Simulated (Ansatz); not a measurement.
## Squeezing and shearing glassy 58SiO2-42ZnO (mol %) (67 atoms)

Aim: relax glassy 58SiO2-42ZnO (mol %) (67 atoms), then change its volume and shape to read moduli from the stress.

Method: Kohn-Sham DFT, PBE, PAW (set soft_1), plane waves; PAW set soft_1, in Ansatz 0.2.0.

## Step 1: The system as given

The cell holds 67 atoms: 15 Si, 11 Zn and 41 O. Cell: a = 9.780 Å, b = 9.780 Å, c = 9.780 Å, α = 90.0°, β = 90.0°, γ = 90.0°. 67 atoms (15 Si, 11 Zn, 41 O) placed at random at 3.12 g/cm³, melted at 4000 K for 10 ps at fixed volume with the Morse and Coulomb pair potential with partial charges (Pedone, Malavasi, Menziani, Cormack and Segre, J. Phys. Chem. B 110, 11780 (2006)). Quenched from 4000 K to 300 K at 500 K/ps and fixed volume, held 10 ps at zero pressure.

Limits known from the start: The quench rate of 500 K/ps is orders of magnitude faster than experiment, which tends to freeze in extra defects. The starting topology of bonds comes from the classical model, and needn't be the one that DFT or experiment would give. Only the Γ point is sampled.

## Step 2: Single point at the start

The forces at the start show how far the geometry lies from a minimum of this functional.

input.yaml

```yaml
crystal:
  lattice:
    - [9.78013, 0.0, 0.0]
    - [0.0, 9.78013, 0.0]
    - [0.0, 0.0, 9.78013]
  atoms:
    - { symbol: Si, position: [0.18596, 0.67517, 0.0858] }
    - { symbol: Si, position: [0.12796, 0.95309, 0.5692] }
    - { symbol: Si, position: [0.063, 0.1654, 0.33331] }
    - { symbol: Si, position: [0.83074, 0.09354, 0.15128] }
    - { symbol: Si, position: [0.48324, 0.26299, 0.90942] }
    - { symbol: Si, position: [0.6722, 0.35615, 0.15254] }
    - { symbol: Si, position: [0.95569, 0.33894, 0.79623] }
    - { symbol: Si, position: [0.43653, 0.29918, 0.36532] }
    - { symbol: Si, position: [0.43915, 0.85031, 0.1344] }
    - { symbol: Si, position: [0.00038, 0.73224, 0.35134] }
    - { symbol: Si, position: [0.50088, 0.55402, 0.81184] }
    - { symbol: Si, position: [0.25522, 0.10137, 0.08523] }
    - { symbol: Si, position: [0.65759, 0.81219, 0.91784] }
    - { symbol: Si, position: [0.95463, 0.43369, 0.49637] }
    - { symbol: Si, position: [0.63726, 0.47771, 0.55069] }
    - { symbol: Zn, position: [0.01889, 0.07471, 0.85036] }
    - { symbol: Zn, position: [0.25474, 0.79615, 0.79992] }
    - { symbol: Zn, position: [0.7991, 0.57401, 0.00398] }
    - { symbol: Zn, position: [0.67006, 0.69307, 0.3124] }
    - { symbol: Zn, position: [0.12931, 0.42934, 0.26892] }
    - { symbol: Zn, position: [0.70507, 0.81705, 0.58554] }
    - { symbol: Zn, position: [0.23696, 0.37323, 0.95765] }
    - { symbol: Zn, position: [0.98441, 0.87148, 0.99339] }
    - { symbol: Zn, position: [0.70581, 0.07571, 0.7261] }
    - { symbol: Zn, position: [0.44593, 0.07088, 0.60331] }
    - { symbol: Zn, position: [0.57041, 0.0071, 0.34679] }
    - { symbol: O, position: [0.60679, 0.64934, 0.90074] }
    - { symbol: O, position: [0.42121, 0.14183, 0.41163] }
    - { symbol: O, position: [0.12996, 0.73494, 0.94337] }
    - { symbol: O, position: [0.84847, 0.21093, 0.76497] }
    - { symbol: O, position: [0.12073, 0.08907, 0.466] }
    - { symbol: O, position: [0.54774, 0.31582, 0.24406] }
    - { symbol: O, position: [0.41265, 0.41931, 0.87588] }
    - { symbol: O, position: [0.89397, 0.04717, 0.01433] }
    - { symbol: O, position: [0.68616, 0.0476, 0.19376] }
    - { symbol: O, position: [0.38934, 0.65727, 0.77341] }
    - { symbol: O, position: [0.52938, 0.81712, 0.26158] }
    - { symbol: O, position: [0.27766, 0.94061, 0.64057] }
    - { symbol: O, position: [0.64235, 0.63988, 0.50815] }
    - { symbol: O, position: [0.52067, 0.38857, 0.48247] }
    - { symbol: O, position: [0.34786, 0.98153, 0.15348] }
    - { symbol: O, position: [0.0122, 0.30809, 0.38719] }
    - { symbol: O, position: [0.78534, 0.4261, 0.50502] }
    - { symbol: O, position: [0.01226, 0.57045, 0.41534] }
    - { symbol: O, position: [0.61163, 0.30747, 0.00062] }
    - { symbol: O, position: [0.29308, 0.37596, 0.34632] }
    - { symbol: O, position: [0.84812, 0.76984, 0.33988] }
    - { symbol: O, position: [0.70279, 0.515, 0.17184] }
    - { symbol: O, position: [0.09, 0.82438, 0.45847] }
    - { symbol: O, position: [0.6037, 0.47604, 0.7071] }
    - { symbol: O, position: [0.94223, 0.07286, 0.26679] }
    - { symbol: O, position: [0.50959, 0.17821, 0.77992] }
    - { symbol: O, position: [0.70052, 0.87236, 0.77459] }
    - { symbol: O, position: [0.00492, 0.40539, 0.64073] }
    - { symbol: O, position: [0.80951, 0.27265, 0.15771] }
    - { symbol: O, position: [0.17304, 0.50448, 0.09066] }
    - { symbol: O, position: [0.89392, 0.45565, 0.88699] }
    - { symbol: O, position: [0.1718, 0.01651, 0.96895] }
    - { symbol: O, position: [0.33291, 0.7233, 0.09625] }
    - { symbol: O, position: [0.16109, 0.16986, 0.1961] }
    - { symbol: O, position: [0.62724, 0.00234, 0.54694] }
    - { symbol: O, position: [0.02771, 0.95819, 0.68955] }
    - { symbol: O, position: [0.79984, 0.78089, 0.99955] }
    - { symbol: O, position: [0.533, 0.87503, 0.99742] }
    - { symbol: O, position: [0.08588, 0.2748, 0.86311] }
    - { symbol: O, position: [0.076, 0.73027, 0.20726] }
    - { symbol: O, position: [0.3529, 0.21061, 0.01279] }
kpoints:
  mp_grid: { grid: [1, 1, 1] }
hamiltonian:
  xc: pbe
  pseudopotentials: { kind: paw, azcp: { folder: soft_1 } }
scf:
  occupations: { method: fermi_dirac, width: 0.05 }
output:
  forces: true
```

The run is started by

```sh
ansatz run input.yaml --threads 4 --pin off --max-ram 8192MiB --backend cpu --events-out ev --progress --plain --runs-dir out
```

The program printed:

```text
[...]
Pseudopotentials: kind: paw
Pseudopotential: Si, paw, valence charge 4, recommended cutoff 420 eV (normal), soft_1/Si.paw.azcp
Pseudopotential: Zn, paw, valence charge 12, recommended cutoff 420 eV (normal), soft_1/Zn.paw.azcp
Pseudopotential: O, paw, valence charge 6, recommended cutoff 420 eV (normal), soft_1/O.paw.azcp
[... 5 lines on functional and potentials left out ...]
Crystal: 67 atoms, lattice volume = 935.479 Å³
Basis set: ecut = 420 eV, 18325 PW (Γ), exchange–correlation on 144×144×144 points (8 copies of the dense FFT grid, shifted against one another)
Bands: 286, of which v1, the nominal top of the filled ones, is band 219 counted from 1 (218 counted from 0)
Symmetry: 1 space group operations
Space group: P1 (ITA 1), of the structure as read, at distance tolerance 9.8e-5 Å
k-points: 1
[... 7 lines on functional and potentials left out ...]
Initial density: superposition of atomic densities (chi_scale 0.1, normalization cell, long waves 14 % of neutral atoms (reshape's long-wave potential 1.14 eV rms, cloud 1.88 Å wide))
Initial wavefunctions: pseudopotential atomic-orbital guess
[...]
SCF iter   1: F=—  HF=-69389.003223 eV  |F-HF|=—  |Δ(HF+E_count)|=         —  Δρ=1.21e-1  dr2=1.13e2  ethr=3.10e-3  ⟨swp⟩=6.0  Hψ=1327  notcnv=0  defer=25
preconditioner: auto → Resta (q_TF=auto, 2.404 Å⁻¹)  ε∞=3.4  [insulator: Δε(μ)=1.977 eV  Ē_g=16.254 eV  σ=0.050 eV  W_gap=1.00  n_scr=250 (ndim 8)  ℏωp=25.4 eV  f_vac=0.115  D(μ)=0.00/eV (n_scr^D=0)  ε∞_Penn≈3.4]
SCF iter   2: F=—  HF=-69356.816802 eV  |F-HF|=—  |Δ(HF+E_count)|=    3.22e1  Δρ=3.65e-2  dr2=1.09e1  ethr=3.10e-3  ⟨swp⟩=3.0  Hψ=558  notcnv=0  defer=62
SCF iter   3: F=—  HF=-69353.504779 eV  |F-HF|=—  |Δ(HF+E_count)|=    3.31e0  Δρ=1.90e-2  dr2=3.69e0  ethr=2.48e-3  ⟨swp⟩=2.0  Hψ=467  notcnv=0  defer=29
automatic band count: iteration 3 solves 253 bands in place of 286: the levels show a gap, and the empty bands left out lie too high to hold charge; the band table lists the bands solved (type scf.n_extra_bands for more)
SCF iter   4: F=—  HF=-69353.142564 eV  |F-HF|=—  |Δ(HF+E_count)|=   3.62e-1  Δρ=1.04e-2  dr2=6.21e-1  ethr=8.43e-4  ⟨swp⟩=5.0  Hψ=400  notcnv=0  defer=29
SCF iter   5: F=—  HF=-69353.140856 eV  |F-HF|=—  |Δ(HF+E_count)|=   1.71e-3  Δρ=3.21e-3  dr2=8.55e-2  ethr=1.42e-4  ⟨swp⟩=5.0  Hψ=478  notcnv=0  defer=28
[...]
SCF iter  13: F=—  HF=-69353.156834 eV  |F-HF|=—  |Δ(HF+E_count)|=   2.69e-7  Δρ=5.92e-6  dr2=2.14e-7  ethr=2.28e-11  ⟨swp⟩=5.0  Hψ=1084  notcnv=0
SCF iter  14: F=-69353.156834 eV  HF=-69353.156834 eV  |F-HF|=1.51e-8  |Δ(HF+E_count)|=   3.95e-8  Δρ=2.26e-6  dr2=3.27e-8  ethr=2.28e-11  ⟨swp⟩=3.0  Hψ=1060  notcnv=0
SCF 1 converged in 14 iterations: F = -69353.156834 eV  dr2 = 3.27e-8
[...]
SCF converged after 14 iterations
Free energy (F): -69353.156834 eV
Harris-Foulkes:  -69353.156834 eV  (|F-HF|=1.51e-8)
Internal energy: -69353.156834 eV  (E = F + TS)
E sigma→0 (E₀):  -69353.156834 eV
Fermi energy:    4.789481 eV
--- Per-component energies (eV) ---
[...]
Σ components = -69353.156834   (vs F -69353.156834, Δ=0.00e0)
--- Forces (eV/Å), atoms counted from 1 ---
  atom   1  Si    -3.96858970    -2.24368803     0.50272036
  atom   2  Si     0.70393235    -0.20632677    -3.61763117
  atom   3  Si    -0.06722041    -4.18364526    -0.35312010
  atom   4  Si    -1.60032391     4.01776363     1.53494569
[...]
atom  67  O      1.29221015     1.32725797    -0.82795716
  max |Σ_I F_I| component: 1.34e-5 eV/Å
```

Run time: 11 s. Hardware: 4 threads of Arm Neoverse V1, shared host; peak memory 1.1 GiB; 41 s of CPU time.

The column dr2 measures how far the density is from self-consistency, as an energy; F and HF (Harris–Foulkes) agree once it is small.

The r.m.s. force at the start is 1.4 eV/Å.

## Step 3: Cell and atoms relaxed

Cell and atoms are freed together, to release stress as well as forces.

input.yaml

```yaml
crystal:
  lattice:
    - [9.78013, 0.0, 0.0]
    - [0.0, 9.78013, 0.0]
    - [0.0, 0.0, 9.78013]
  atoms:
    [... the 67 atom lines of step 2 ...]
kpoints:
  mp_grid: { grid: [1, 1, 1] }
hamiltonian:
  xc: pbe
  pseudopotentials: { kind: paw, azcp: { folder: soft_1 } }
scf:
  occupations: { method: fermi_dirac, width: 0.05 }
output:
  forces: true
relax:
  f_tol: 0.05
  max_steps: 150
  cell: {}
```

The program printed:

```text
[...]
Crystal: 67 atoms, lattice volume = 935.479 Å³
Basis set: ecut = 420 eV, 18325 PW (Γ), exchange–correlation on 144×144×144 points (8 copies of the dense FFT grid, shifted against one another)
Bands: 286, of which v1, the nominal top of the filled ones, is band 219 counted from 1 (218 counted from 0)
Symmetry: 1 space group operations
[...]
k-points: 1
[...]
SCF iter   1: F=—  HF=-69389.003223 eV  |F-HF|=—  |Δ(HF+E_count)|=         —  Δρ=1.21e-1  dr2=1.13e2  ethr=3.10e-3  ⟨swp⟩=6.0  Hψ=1327  notcnv=0  defer=25
[...]
SCF iter  14: F=-69353.156834 eV  HF=-69353.156834 eV  |F-HF|=1.38e-8  |Δ(HF+E_count)|=   2.19e-8  Δρ=2.11e-6  dr2=2.96e-8  ethr=2.28e-11  ⟨swp⟩=4.0  Hψ=918  notcnv=0
SCF 1 converged in 14 iterations: F = -69353.156834 eV  dr2 = 2.96e-8
[...]
relax step   1: F+E_penalty+E_count = -69353.15683411 eV  Δ(F+E_penalty+E_count) = +0.000e0 eV  max|allowed force component| = 4.413e0 eV/Å  Δτ_max = 0.0000 Å  P = +4.617 GPa  Ω = 935.479 Å³  (14 SCF iters, dr2 threshold 1.00e-7 eV, accepted)
[... from here on, the SCF cycles and remarks between the steps are left out ...]
relax step   2: F+E_penalty+E_count = -69356.21796441 eV  Δ(F+E_penalty+E_count) = -3.061e0 eV  max|allowed force component| = 2.963e0 eV/Å  Δτ_max = 0.0835 Å  P = +2.162 GPa  Ω = 943.320 Å³  energy of the carried Pulay correction = -1.682e-2 eV  (8 SCF iters, dr2 threshold 6.70e-6 eV, accepted)
relax step   3: F+E_penalty+E_count = -69358.42044089 eV  Δ(F+E_penalty+E_count) = -2.202e0 eV  max|allowed force component| = 1.522e0 eV/Å  Δτ_max = 0.2000 Å  P = +1.413 GPa  Ω = 934.640 Å³  energy of the carried Pulay correction = +1.808e-3 eV  (9 SCF iters, dr2 threshold 6.70e-6 eV, accepted)
relax step   4: F+E_penalty+E_count = -69359.13656988 eV  Δ(F+E_penalty+E_count) = -7.161e-1 eV  max|allowed force component| = 5.205e-1 eV/Å  Δτ_max = 0.2000 Å  P = +0.452 GPa  Ω = 933.253 Å³  energy of the carried Pulay correction = +4.800e-3 eV  (8 SCF iters, dr2 threshold 6.70e-6 eV, accepted)
relax step   5: F+E_penalty+E_count = -69359.38325544 eV  Δ(F+E_penalty+E_count) = -2.467e-1 eV  max|allowed force component| = 2.128e-1 eV/Å  Δτ_max = 0.2000 Å  P = -0.069 GPa  Ω = 933.550 Å³  energy of the carried Pulay correction = +4.157e-3 eV  (8 SCF iters, dr2 threshold 6.70e-6 eV, accepted)
relax step   6: F+E_penalty+E_count = -69359.36613248 eV  Δ(F+E_penalty+E_count) = +1.712e-2 eV  max|allowed force component| = 7.060e-1 eV/Å  Δτ_max = 0.1707 Å  P = -0.078 GPa  Ω = 929.955 Å³  energy of the carried Pulay correction = +1.193e-2 eV  (9 SCF iters, dr2 threshold 2.83e-6 eV, rejected (line search))
relax step   7: F+E_penalty+E_count = -69359.45246956 eV  Δ(F+E_penalty+E_count) = -6.921e-2 eV  max|allowed force component| = 9.527e-2 eV/Å  Δτ_max = 0.0853 Å  P = -0.026 GPa  Ω = 932.944 Å³  energy of the carried Pulay correction = +5.466e-3 eV  (13 SCF iters, accepted)
relax step   8: F+E_penalty+E_count = -69359.48540279 eV  Δ(F+E_penalty+E_count) = -3.293e-2 eV  max|allowed force component| = 1.825e-1 eV/Å  Δτ_max = 0.0975 Å  P = -0.092 GPa  Ω = 933.113 Å³  energy of the carried Pulay correction = +5.101e-3 eV  (9 SCF iters, dr2 threshold 5.67e-7 eV, accepted)
relax step   9: F+E_penalty+E_count = -69359.50446682 eV  Δ(F+E_penalty+E_count) = -1.906e-2 eV  max|allowed force component| = 2.241e-1 eV/Å  Δτ_max = 0.1451 Å  P = -0.041 GPa  Ω = 932.623 Å³  energy of the carried Pulay correction = +6.159e-3 eV  (8 SCF iters, dr2 threshold 2.08e-6 eV, accepted)
relax step  10: F+E_penalty+E_count = -69359.53943446 eV  Δ(F+E_penalty+E_count) = -3.497e-2 eV  max|allowed force component| = 3.460e-1 eV/Å  Δτ_max = 0.2000 Å  P = +0.021 GPa  Ω = 933.876 Å³  energy of the carried Pulay correction = +3.456e-3 eV  (8 SCF iters, dr2 threshold 3.14e-6 eV, accepted)
relax step  11: F+E_penalty+E_count = -69359.52941749 eV  Δ(F+E_penalty+E_count) = +1.002e-2 eV  max|allowed force component| = 3.200e-1 eV/Å  Δτ_max = 0.2000 Å  P = +0.006 GPa  Ω = 933.651 Å³  energy of the carried Pulay correction = +3.939e-3 eV  (8 SCF iters, dr2 threshold 6.70e-6 eV, rejected (line search))
relax step  12: F+E_penalty+E_count = -69359.56297208 eV  Δ(F+E_penalty+E_count) = -2.354e-2 eV  max|allowed force component| = 7.784e-2 eV/Å  Δτ_max = 0.0691 Å  P = +0.073 GPa  Ω = 933.715 Å³  energy of the carried Pulay correction = +3.802e-3 eV  (13 SCF iters, accepted)
relax step  13: F+E_penalty+E_count = -69359.55725274 eV  Δ(F+E_penalty+E_count) = +5.719e-3 eV  max|allowed force component| = 8.008e-2 eV/Å  Δτ_max = 0.1000 Å  P = +0.053 GPa  Ω = 933.937 Å³  energy of the carried Pulay correction = +3.322e-3 eV  (9 SCF iters, dr2 threshold 3.79e-7 eV, rejected (line search))
relax step  14: F+E_penalty+E_count = -69359.56674635 eV  Δ(F+E_penalty+E_count) = -3.774e-3 eV  max|allowed force component| = 4.623e-2 eV/Å  Δτ_max = 0.0484 Å  P = -0.055 GPa  Ω = 934.420 Å³  energy of the carried Pulay correction = +2.282e-3 eV  (13 SCF iters, accepted)
relax step  15: F+E_penalty+E_count = -69359.57111910 eV  Δ(F+E_penalty+E_count) = -4.373e-3 eV  max|allowed force component| = 2.851e-2 eV/Å  Δτ_max = 0.0500 Å  P = +0.035 GPa  Ω = 933.573 Å³  energy of the carried Pulay correction = +4.108e-3 eV  (10 SCF iters, dr2 threshold 1.37e-8 eV, accepted)
relax step  16: F+E_penalty+E_count = -69359.61641722 eV  Δ(F+E_penalty+E_count) = -4.530e-2 eV  max|allowed force component| = 2.889e-2 eV/Å  Δτ_max = 0.0000 Å  P = +0.114 GPa  Ω = 933.573 Å³  stress off target by 2.77e-1 GPa  SCF on the basis re-selected at this cell (its energy is not comparable with the rows above)  (9 SCF iters)
relax step  17: F+E_penalty+E_count = -69359.61485135 eV  Δ(F+E_penalty+E_count) = +1.566e-3 eV  max|allowed force component| = 3.179e-2 eV/Å  Δτ_max = 0.0323 Å  P = -0.082 GPa  Ω = 935.731 Å³  energy of the carried Pulay correction = -4.704e-3 eV  (8 SCF iters, dr2 threshold 1.92e-7 eV, accepted)
relax step  18: F+E_penalty+E_count = -69359.61753387 eV  Δ(F+E_penalty+E_count) = -2.683e-3 eV  max|allowed force component| = 1.505e-2 eV/Å  Δτ_max = 0.0055 Å  P = -0.000 GPa  Ω = 935.070 Å³  energy of the carried Pulay correction = -3.263e-3 eV  (8 SCF iters, dr2 threshold 3.90e-8 eV, accepted)
relax step  19: F+E_penalty+E_count = -69359.62333652 eV  Δ(F+E_penalty+E_count) = -5.803e-3 eV  max|allowed force component| = 1.513e-2 eV/Å  Δτ_max = 0.0000 Å  P = +0.006 GPa  Ω = 935.070 Å³  stress off target by 1.64e-2 GPa  SCF on the basis re-selected at this cell (its energy is not comparable with the rows above)  (6 SCF iters)
[...]
SCF converged after 6 iterations
Free energy (F): -69359.623337 eV
[...]
Internal energy: -69359.623337 eV  (E = F + TS)
E sigma→0 (E₀):  -69359.623337 eV
Fermi energy:    4.727387 eV
[...]
--- Forces (eV/Å), atoms counted from 1 ---
  atom   1  Si    -0.00314277     0.00057503    -0.01129462
  atom   2  Si     0.00459975     0.00083019     0.00519650
  atom   3  Si     0.01121982     0.00178050     0.00390213
  atom   4  Si    -0.00246221     0.00277685     0.00763051
  atom   5  Si    -0.01060638     0.00564552     0.00855504
  atom   6  Si     0.00139586    -0.00613557     0.00140367
  atom   7  Si     0.00228693     0.01234390    -0.00939239
  atom   8  Si    -0.00770212    -0.00634590     0.00242589
  atom   9  Si    -0.00043374    -0.00253861     0.00160714
  atom  10  Si     0.00481504     0.00085086     0.00021251
  atom  11  Si     0.00911779    -0.00566360    -0.00070990
  atom  12  Si     0.00254891     0.00294011     0.00208970
  atom  13  Si     0.01421887     0.01002254    -0.00772521
  atom  14  Si     0.00073775    -0.00473004     0.00158487
[...]
atom  66  O     -0.00387263    -0.00106809     0.00155109
  atom  67  O      0.00707678    -0.00378101    -0.00366768
  max |Σ_I F_I| component: 6.05e-6 eV/Å
--- Stress (GPa, compression-positive) ---
       -0.000854      -0.005002      -0.005597
       -0.005003       0.006759       0.002735
       -0.005594       0.002739       0.012273
  P = ⅓ Tr σ = 0.0061 GPa (0.061 kbar)
--- Relaxed structure (17 steps of the walk, 14 accepted, 2 SCFs on fresh bases) ---
  F+E_penalty+E_count = -69359.62333652 eV   max|allowed force component| = 1.513e-2 eV/Å   (the final SCF, on the basis selected at the relaxed cell)
  cell:  # Å, volume = 935.0701 Å³
    - [9.738097, 0.124368, 0.337120]
    - [0.124368, 9.923880, -0.295773]
    - [0.337120, -0.295773, 9.698132]
  atoms:
    - { symbol: Si, position: [0.170238, 0.689658, 0.092876] }
    - { symbol: Si, position: [0.124250, 0.955486, 0.568984] }
    - { symbol: Si, position: [0.063476, 0.152139, 0.332216] }
    - { symbol: Si, position: [0.831942, 0.095257, 0.155760] }
[...]
- { symbol: O, position: [0.351239, 0.226507, 0.00756168] }
```

It took 2.9 min on 4 threads; peak memory 1.1 GiB.

The relaxation converged after 17 steps, with a largest force component of 0.015 eV/Å.

[end of part 1 of 3]

[Long decimals in the printed logs are rounded to 6 places.]

[Logs are printed without paths, hosts, clocks, repeated set-up lines and the standing remarks that a program may print on its own settings, such as how far it seeks lower states.]

[Hosts, paths, dates, database ids (printed as entryN), source tags and the programs' standing remarks are cut or masked in the printed files.]
